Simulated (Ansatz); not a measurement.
# LaGaO3 (Pm-3m): from the cell to its phonons, part 3 of 3

Wanted: phonon frequencies of LaGaO3 (Pm-3m) and what follows from them.

Ansatz 0.2.0; DFT PBEsol, scalar-relativistic, plane waves, PAW; PAW set soft_1.

So far. Step 3 (Relaxing to small forces for the phonons): The forces vanish by symmetry and the pressure is -0.002 GPa, within the tolerances set. The cell now holds 11.55 Å³/atom. Step 4 (Zone-centre response): Before it was imposed, the acoustic sum rule was missed by 4.7e-5 eV/Å² and the charge sum rule by 5.8e-6 e. Small misses are needed for a sound result but don't prove that mesh and cutoff are converged. The lowest optical mode is real, 66.9 cm⁻¹. The relaxed cell has a = 3.865 Å (conventional setting).

## 5. The dispersion

Stability and thermal properties need the whole zone. Linear response on a 4×4×4 q mesh gives force constants as far as a supercell of that size would, and the tensors from the zone-centre run are typed in so that the long-range dipole term is interpolated apart.

Contents of input.yaml:

```yaml
crystal:
  lattice:
    - [3.8649841263, 0.0, 0.0]
    - [0.0, 3.8649841263, 0.0]
    - [0.0, 0.0, 3.8649841263]
  atoms:
    - { symbol: La, position: [0.5, 0.5, 0.5] }
    - { symbol: Ga, position: [0.0, 0.0, 0.0] }
    - { symbol: O, position: [0.0, 0.5, 0.0] }
    - { symbol: O, position: [0.0, 0.0, 0.5] }
    - { symbol: O, position: [0.5, 0.0, 0.0] }
kpoints:
  mp_grid: { grid: [8, 8, 8] }
hamiltonian:
  xc: pbesol
  pseudopotentials: { kind: paw, azcp: { folder: soft_1 }, xc_functional: pbe }
scf:
  occupations: { method: fixed }
output:
  eigenvalues: true
phonons:
  method: dfpt
  qmesh: [4, 4, 4]
  temperatures: { t_max: 1000, t_step: 50 }
  qpath:
    path:
      - [[0.0, 0.0, 0.0], [0.0, 0.5, 0.0], [0.5, 0.5, 0.0], [0.0, 0.0, 0.0], [0.5, 0.5, 0.5], [0.0, 0.5, 0.0]]
      - [[0.5, 0.5, 0.5], [0.5, 0.5, 0.0]]
    npoints: 10
  non_analytic_term:
    high_frequency_dielectric_tensor: [[5.2665, 0.0, 0.0], [0.0, 5.2665, 0.0], [0.0, 0.0, 5.2665]]
    born_effective_charges:
      - { species: La, tensor: [[4.4818, 0.0, 0.0], [0.0, 4.4818, 0.0], [0.0, 0.0, 4.4818]] }
      - { species: Ga, tensor: [[3.224, 0.0, 0.0], [0.0, 3.224, 0.0], [0.0, 0.0, 3.224]] }
      - { species: O, tensor: [[-2.4474, 0.0, 0.0], [0.0, -2.8111, 0.0], [0.0, 0.0, -2.4474]] }
      - { species: O, tensor: [[-2.4474, 0.0, 0.0], [0.0, -2.4474, 0.0], [0.0, 0.0, -2.8111]] }
      - { species: O, tensor: [[-2.8111, 0.0, 0.0], [0.0, -2.4474, 0.0], [0.0, 0.0, -2.4474]] }
    source: "zone-centre run at this cell"
```

On the command line:

```console
ansatz run input.yaml --threads 4 --pin off --max-ram 10240MiB --backend cpu --events-out ev --progress --plain --runs-dir out
```

Numbers of over 12 decimals in the logs are rounded to 6 here.

Output:

```text
[...]
Crystal: 5 atoms, lattice volume = 57.736 Å³
Basis set: ecut = 420 eV, 1141 PW (Γ), exchange–correlation on 54×54×54 points (8 copies of the dense FFT grid, shifted against one another)
Bands: 26, of which v1, the nominal top of the filled ones, is band 21 counted from 1 (20 counted from 0)
Symmetry: 48 space group operations
k-points: 35 of 512
[...]
SCF iter   1: F=—  HF=-11593.449494 eV  |F-HF|=—  |Δ(HF+E_count)|=         —  Δρ=7.83e-2  dr2=1.91e0  ethr=3.10e-3  ⟨swp⟩=3.0  Hψ=3402  notcnv=0  defer=19
[...]
SCF iter  12: F=-11593.136478 eV  HF=-11593.136478 eV  |F-HF|=3.64e-12  |Δ(HF+E_count)|=  7.28e-12  Δρ=4.33e-8  dr2=1.06e-12  ethr=1.00e-12  ⟨swp⟩=10.4  Hψ=5066  notcnv=0
SCF 1 converged in 12 iterations: F = -11593.136478 eV  dr2 = 1.06e-12
[...]
NSCF: frozen V_eff on 35 k-points
[...]
DFPT response loops at q = (0, 0, 0) (fractional): preconditioner auto → none (the input reference at scf.mixing.eps_inf says where Resta's filter doesn't serve); β = 0.50; Broyden in place of MSR1
[...]
SCF converged after 12 iterations
Free energy (F): -11593.136478 eV
[...]
Internal energy: -11593.136478 eV  (E = F + TS)
E sigma→0 (E₀):  -11593.136478 eV
Fermi energy:    11.551969 eV
[...]
--- Band table (eV; the first three rows and the last of 35) ---
  k-point 0: bands = [... 17 lower, 10.2006, 11.3217, 11.3217, 11.3217, 14.8989, 14.8989, 15.4525, 15.8440, ... 1 higher]
  k-point 1: bands = [... 17 lower, 10.1258, 10.9758, 11.2346, 11.2346, 15.0955, 15.1761, 15.8277, 15.9284, ... 1 higher]
  k-point 2: bands = [... 17 lower, 10.0230, 10.2329, 10.9980, 10.9980, 15.4207, 15.6290, 15.7916, 15.9779, ... 1 higher]
  k-point 34: bands = [... 17 lower, 11.5392, 11.5520, 11.5520, 11.5520, 15.7311, 15.7311, 15.7311, 15.9396, ... 1 higher]
--- Phonons (Γ-DFPT): 4 representative perturbations + reference (Σ response iterations 14) ---
  ASR residual: 3.761e-5 → 0.000e0 eV/Å²; symmetrization residual: 7.303e-7 eV/Å²
  ASR residual per site (eV/Å²): 1.02e-5 3.73e-5 3.76e-5 3.76e-5 3.76e-5
[...]
--- Phonons (arbitrary-q DFPT): 10 irreducible q on the 4×4×4 mesh ---
  q = [0.0000, 0.0000, 0.0000] (star 1, of the zone-centre solve; hermiticity 6.68e-8, symmetrization 1.36e-12): -0.00 -0.00 0.00 66.92 66.92 66.92 175.46 175.46 175.46 250.66 250.66 250.66 653.69 653.69 653.69
  q = [0.0000, 0.0000, 0.2500] (star 6, 9 solved perturbations in 1560 linear systems a pass and spin channel, the states on 200 of 512 k-point pairs; hermiticity 9.94e-8, symmetrization 1.20e-12): 49.54 49.54 111.04 111.04 128.52 205.33 205.33 218.20 223.01 251.68 251.68 452.27 653.53 653.53 703.39
[...]
q = [0.0000, 0.2500, -0.5000] (star 12, 15 solved perturbations on 200 of 512 k-point pairs; hermiticity 8.76e-8, symmetrization 7.28e-14): -54.47 59.30 78.26 120.58 177.36 190.31 248.39 252.20 257.14 310.66 328.73 446.03 558.22 652.93 739.65
[...]
sum rule: each row above includes the acoustic sum rule's correction from the zone centre's row sums; it moved no ω² by more than (0.80 cm⁻¹)²
  mesh force constants: q→R imaginary residual 1.63e-18; ASR residual 3.761e-5 → 0.000e0 eV/Å²; symmetrization residual 2.132e-14 eV/Å²
  interpolated dispersion: 63 rows × 15 modes
  density of states and harmonic sums: on the 16×16×16 q-mesh, interpolated from the force constants of a 4×4×4 supercell (with the dipole–dipole term of supplied tensors)
  largest difference from the sums on the solved wave vectors: F 2.43e-2 eV, S 2.63e-5 and C_V 1.05e-5 eV/K
  zero-point energy: 0.267392 eV/cell   skipped modes (ω ≤ 0): 153, of them read as no rigid motion or as one in doubt: 150 (8.779e-1 modes/cell left out, lowest -212.99 cm⁻¹)   left out of the sums: 5.86e-2 of the cell's modes: C_V's classical limit lies that fraction below 3 k_B per atom; for a crystal, a wire or a layer, F and S can be off by more, and a phonons.interpolated_qmesh denser along its periods is the remedy for the sampling
```

Run time: 13 min. Hardware: 4 threads of Arm Neoverse V1, shared host; peak memory 2.3 GiB; 50 min of CPU time.

This step gave:

```
sum-rule residual before enforcement                    : 3.76e-5 eV/Å²
lowest frequency on the path                            : -213.0 cm⁻¹
highest frequency on the path or at a solved wavevector : 789.6 cm⁻¹
lowest mode on the q mesh (acoustic modes at Γ apart)   : -213.0 cm⁻¹
```

Frequencies (cm⁻¹) solved at each irreducible wavevector; negative means imaginary. Frequencies by wavevector, by row:

```csv
q in reciprocal lattice units,star,mode 1,mode 2,mode 3,mode 4,mode 13,mode 14,mode 15
0 0 0,1,0,0,0,66.9,653.7,653.7,653.7
0 0 0.25,6,49.5,49.5,111,111,653.5,653.5,703.4
0 0 -0.5,3,57.3,57.3,142,142,653.4,653.4,690.8
0 0.25 0.25,12,45.6,56.1,71.6,121.2,590.4,653.2,736.1
0 0.25 -0.5,12,-54.5,59.3,78.3,120.6,558.2,652.9,739.6
0 -0.5 -0.5,3,-175,59.6,73.2,73.2,491.1,652.4,752.2
0.25 0.25 0.25,8,-53.9,60.4,60.4,86.5,588.4,588.4,762.1
0.25 0.25 -0.5,12,-113.7,22.6,68,79.1,541.4,586.3,768.9
0.25 -0.5 -0.5,6,-194.5,-89.6,-89.6,81.5,488.5,566.3,779.3
-0.5 -0.5 -0.5,1,-213,-213,-213,94.4,485.8,485.8,789.6
```

Interpolated from a 4×4×4 q mesh, with the LO-TO term (at Γ the limit along the path; where Γ stands inside the path, tables give the limit on arrival). The phonon branches at the labelled points (cm⁻¹):

```csv
point,branch 1,branch 2,branch 3,branch 4,branch 12,branch 13,branch 14,branch 15
Γ,0,0,0,67,451,654,654,713
halfway,50,50,111,111,452,654,654,703
X,57,57,142,142,456,653,653,691
halfway,-54,59,78,121,446,558,653,740
M,-175,60,73,73,438,491,652,752
halfway,46,56,72,121,449,590,653,736
Γ,0,0,0,67,451,654,654,713
halfway,-54,60,60,86,438,588,588,762
R,-213,-213,-213,94,374,486,486,790
halfway,-114,23,68,79,427,541,586,769
X,57,57,142,142,456,653,653,691
jump to R,-213,-213,-213,94,374,486,486,790
halfway,-194,-90,-90,82,409,488,566,779
M,-175,60,73,73,438,491,652,752
```

The phonon density of states has structure finer than the step of the table below, so its rows give means over 25 cm⁻¹, whole bins alone (the curve runs from -215 to 795 cm⁻¹). Peaks (cm⁻¹: height): 55.0: 0.0644, 95.0: 0.0467, 225.0: 0.0305, 255.0: 0.0532, 445.0: 0.0338, 645.0: 0.0307, 755.0: 0.0178.

Tetrahedra on a 16×16×16 mesh, mean over bins of 10 cm-1. Interpolated from a 4×4×4 q mesh. Table of phonon density of states by wavenumber; means over each step:

wavenumber (cm⁻¹), phonon density of states (1/cm⁻¹/cell) and a bar:
```
     -200     0.0022 #
     -175     0.0052 ###
     -150     0.0059 ####
     -125     0.0054 ###
     -100     0.0046 ###
      -75     0.0039 ##
      -50     0.0031 ##
      -25     0.0028 #
        0     0.0030 ##
       25     0.0046 ###
       50     0.0349 #########################
       75     0.0419 ##############################
      100     0.0383 ###########################
      125     0.0303 #####################
      150     0.0247 #################
      175     0.0216 ###############
      200     0.0196 ##############
      225     0.0272 ###################
      250     0.0380 ###########################
      275     0.0402 #############################
      300     0.0342 ########################
      325     0.0225 ################
      350     0.0211 ###############
      375     0.0050 ###
      400     0.0031 ##
      425     0.0118 ########
      450     0.0233 ################
      475     0.0017 #
      500     0.0060 ####
      525     0.0077 #####
      550     0.0085 #####
      575     0.0095 ######
      600     0.0112 #######
      625     0.0155 ###########
      650     0.0201 ##############
      675     0.0010 
      700     0.0022 #
      725     0.0104 #######
      750     0.0164 ###########
      775     0.0100 #######
```

The partial phonon density of states has structure finer than the step of the table below, so its rows give means over 25 cm⁻¹, whole bins alone (the curve runs from -220 to 823 cm⁻¹). Peaks (cm⁻¹: height): Ga 219.1: 0.0127, 258.5: 0.0204, 448.8: 0.00312; La 61.6: 0.0553; O -154.9: 0.00653, 166.6: 0.0159, 258.5: 0.0243, 448.8: 0.0261, 645.7: 0.0251, 750.7: 0.0166.

Phonopy on the run's constants, 15x15x15 mesh, Gaussian sigma 7.5 cm-1. Interpolated from a 4×4×4 q mesh. Partial phonon density of states against wavenumber; means over each step; values in 1/cm⁻¹/cell:

```csv
wavenumber (cm⁻¹),Ga,La,O
-200,4.0e-6,0,0.00250
-175,1.4e-5,4.6e-6,0.00522
-150,3.7e-5,2.4e-5,0.00614
-125,4.1e-5,4.5e-5,0.00492
-100,5.9e-5,1.7e-4,0.00490
-75,8.7e-5,2.5e-4,0.00520
-50,4.5e-5,1.9e-4,0.00190
-25,1.7e-5,9.8e-5,6.1e-4
0,2.1e-5,7.9e-5,6.1e-4
25,2.3e-4,0.00178,0.00147
50,7.9e-4,0.0318,0.00478
75,0.00166,0.0362,0.00738
100,0.00395,0.0217,0.0112
125,0.00505,0.0126,0.0121
150,0.00585,0.00496,0.0135
175,0.00646,0.00199,0.0131
200,0.00901,6.4e-4,0.0114
225,0.0113,3.5e-4,0.0142
250,0.0176,5.9e-4,0.0209
275,0.0186,0.00101,0.0196
300,0.0178,0.00131,0.0148
325,0.00804,0.00145,0.0136
350,0.00496,0.00139,0.0143
375,4.8e-4,2.4e-4,0.00497
400,1.3e-4,7.2e-5,0.00309
425,8.5e-4,2.3e-4,0.0110
450,0.00230,4.9e-4,0.0199
475,1.6e-4,2.9e-5,0.00195
500,3.1e-5,0,0.00599
525,9.5e-5,7.9e-6,0.00757
550,1.7e-4,1.0e-5,0.00821
575,2.7e-4,1.0e-5,0.00905
600,4.3e-4,1.0e-5,0.0107
625,7.8e-4,1.0e-5,0.0146
650,0.00118,4.6e-6,0.0186
675,9.4e-5,5.0e-7,0.00148
700,1.2e-4,2.4e-5,0.00234
725,5.2e-4,6.5e-5,0.00962
750,5.0e-4,4.7e-5,0.0154
775,2.0e-4,9.2e-6,0.00972
800,1.4e-5,0,0.00129
```

Symmetry leaves 10 wavevectors to solve. The lowest mode among them, the acoustic zeros apart, lies at q = (-0.5, -0.5, -0.5) and is imaginary, 213.0i cm⁻¹, so the energy falls along it.

## 6. Isotope substitution, element Ga, natural mass 69.723 amu

An isotope changes the mass and not the force constants, so no new electronic calculation is needed; the shifts show which modes move this element.

The same force constants with the mass of Ga changed from 69.723 to 70.925 u (phonopy, no LO-TO term). Both lists are sorted by frequency; levels can cross, so a row need not hold one and the same mode. Modes under 3 cm⁻¹ are left out. Isotope shifts, by row, the first 40 of 57 rows:

```csv
q,rank,natural mass (cm⁻¹),changed mass (cm⁻¹)
0 0 0,4,66.92,66.84
0 0 0,5,66.92,66.84
0 0 0,6,66.92,66.84
0 0 0,7,175.5,175.5
0 0 0,8,175.5,175.5
0 0 0,9,175.5,175.5
0 0 0,10,250.7,249.5
0 0 0,11,250.7,249.5
0 0 0,12,250.7,249.5
0 0 0,13,653.7,653.3
0 0 0,14,653.7,653.3
0 0 0,15,653.7,653.3
0 0 0.25,1,49.54,49.52
0 0 0.25,2,49.54,49.52
0 0 0.25,3,111,110.6
0 0 0.25,4,111,110.6
0 0 0.25,5,128.5,128.4
0 0 0.25,6,205.3,205.3
0 0 0.25,7,205.3,205.3
0 0 0.25,8,218.2,218.2
0 0 0.25,9,223,221.7
0 0 0.25,10,251.7,250.7
0 0 0.25,11,251.7,250.7
0 0 0.25,12,452.3,451.9
0 0 0.25,13,653.5,653.2
0 0 0.25,14,653.5,653.2
0 0 0.25,15,703.4,703
0 0 -0.5,1,57.32,57.32
0 0 -0.5,2,57.32,57.32
0 0 -0.5,3,142,141.4
0 0 -0.5,4,142,141.4
0 0 -0.5,5,179.6,179.6
0 0 -0.5,6,235.5,235.5
0 0 -0.5,7,235.5,235.5
0 0 -0.5,8,250.3,249.5
0 0 -0.5,9,250.3,249.5
0 0 -0.5,10,250.6,250.6
0 0 -0.5,11,263.2,261.4
0 0 -0.5,12,455.7,455
0 0 -0.5,13,653.4,653
```

A mode of this element alone would shift by -0.85 %. The highest zone-centre frequency without the field goes from 653.7 to 653.3 cm⁻¹ (-0.1 %). The product of the frequency ratios over all optical modes at Γ is 0.981; the product rule, (m/m′)^(3k/2) (M′/M)^(3/2) with k = 1 such atoms and M the mass of the cell, gives 0.982.

## 7. Another isotope, element O, natural mass 15.999 amu

The same for O, from 16.00 to 18.00 u.

The same force constants with the mass of O changed from 15.999 to 17.999 u (phonopy, no LO-TO term). Both lists are sorted by frequency; levels can cross, so a row need not hold one and the same mode. Modes under 3 cm⁻¹ are left out. Isotope shifts, by row, the first 40 of 57 rows:

```csv
q,rank,natural mass (cm⁻¹),changed mass (cm⁻¹)
0 0 0,4,66.92,65.12
0 0 0,5,66.92,65.12
0 0 0,6,66.92,65.12
0 0 0,7,175.5,165.4
0 0 0,8,175.5,165.4
0 0 0,9,175.5,165.4
0 0 0,10,250.7,244.7
0 0 0,11,250.7,244.7
0 0 0,12,250.7,244.7
0 0 0,13,653.7,618.8
0 0 0,14,653.7,618.8
0 0 0,15,653.7,618.8
0 0 0.25,1,49.54,49.5
0 0 0.25,2,49.54,49.5
0 0 0.25,3,111,107.3
0 0 0.25,4,111,107.3
0 0 0.25,5,128.5,127.6
0 0 0.25,6,205.3,193.7
0 0 0.25,7,205.3,193.7
0 0 0.25,8,218.2,205.7
0 0 0.25,9,223,221.8
0 0 0.25,10,251.7,244.5
0 0 0.25,11,251.7,244.5
0 0 0.25,12,452.3,429.8
0 0 0.25,13,653.5,618.6
0 0 0.25,14,653.5,618.6
0 0 0.25,15,703.4,666.4
0 0 -0.5,1,57.32,57.26
0 0 -0.5,2,57.32,57.26
0 0 -0.5,3,142,138
0 0 -0.5,4,142,138
0 0 -0.5,5,179.6,179.5
0 0 -0.5,6,235.5,222.3
0 0 -0.5,7,235.5,222.3
0 0 -0.5,8,250.3,236.3
0 0 -0.5,9,250.3,242
0 0 -0.5,10,250.6,242
0 0 -0.5,11,263.2,259.9
0 0 -0.5,12,455.7,435.1
0 0 -0.5,13,653.4,618.5
```

A mode of this element alone would shift by -5.72 %. The highest zone-centre frequency without the field goes from 653.7 to 618.8 cm⁻¹ (-5.3 %). The product of the frequency ratios over all optical modes at Γ is 0.609; the product rule, (m/m′)^(3k/2) (M′/M)^(3/2) with k = 3 such atoms and M the mass of the cell, gives 0.609.

## 8. What came out

- space group after relaxation (within 0.01 Å): Pm-3m
- volume per atom: 11.5 Å³
- gap on the k-mesh: 3.35 eV
- highest optical mode at the zone centre (no LO-TO term): 654 cm⁻¹
- top of the zone-centre spectrum with the field: 713 cm⁻¹
- lowest optical zone-centre mode: 66.9 cm⁻¹
- mean high-frequency dielectric constant: 5.27
- mean static dielectric constant: 144
- largest Born charge (third of the trace): 4.48 e
- lowest mode on the q mesh (acoustic modes at Γ apart): -213 cm⁻¹
- highest frequency on the path or at a solved wavevector: 790 cm⁻¹
- imaginary modes on the 4×4×4 q mesh: yes

In words: Modes are clearly imaginary (beyond 10i cm⁻¹) at 6 of the 10 irreducible wavevectors, most at q = (-0.5, -0.5, -0.5) (213.0i cm⁻¹), so this structure is not a minimum of the energy. Without the field, the optical modes at Γ span 67 to 654 cm⁻¹. The highest mode in this list at Γ, 653.7 cm⁻¹, is mostly motion of O (94 % of the kinetic energy). With the macroscopic field of the longitudinal modes the top of the zone-centre spectrum lies at 713 cm⁻¹, against 654 cm⁻¹ without it. Lattice motion raises the mean dielectric constant from 5.266 to 144.1. The strongest infrared line is at 67 cm⁻¹. No mode is Raman active to first order. Spin-orbit coupling is left out, which can matter for the heavy elements here. The PAW files were made for PBE and serve the other functionals too. These are harmonic frequencies at zero temperature: anharmonic shifts, linewidths and thermal expansion are left out.

[Logs are printed without paths, hosts, clocks, repeated set-up lines and the standing remarks that a program may print on its own settings, such as how far it seeks lower states.]

[Hosts, paths, dates, database ids (printed as entryN), source tags and the programs' standing remarks are cut or masked in the printed files.]
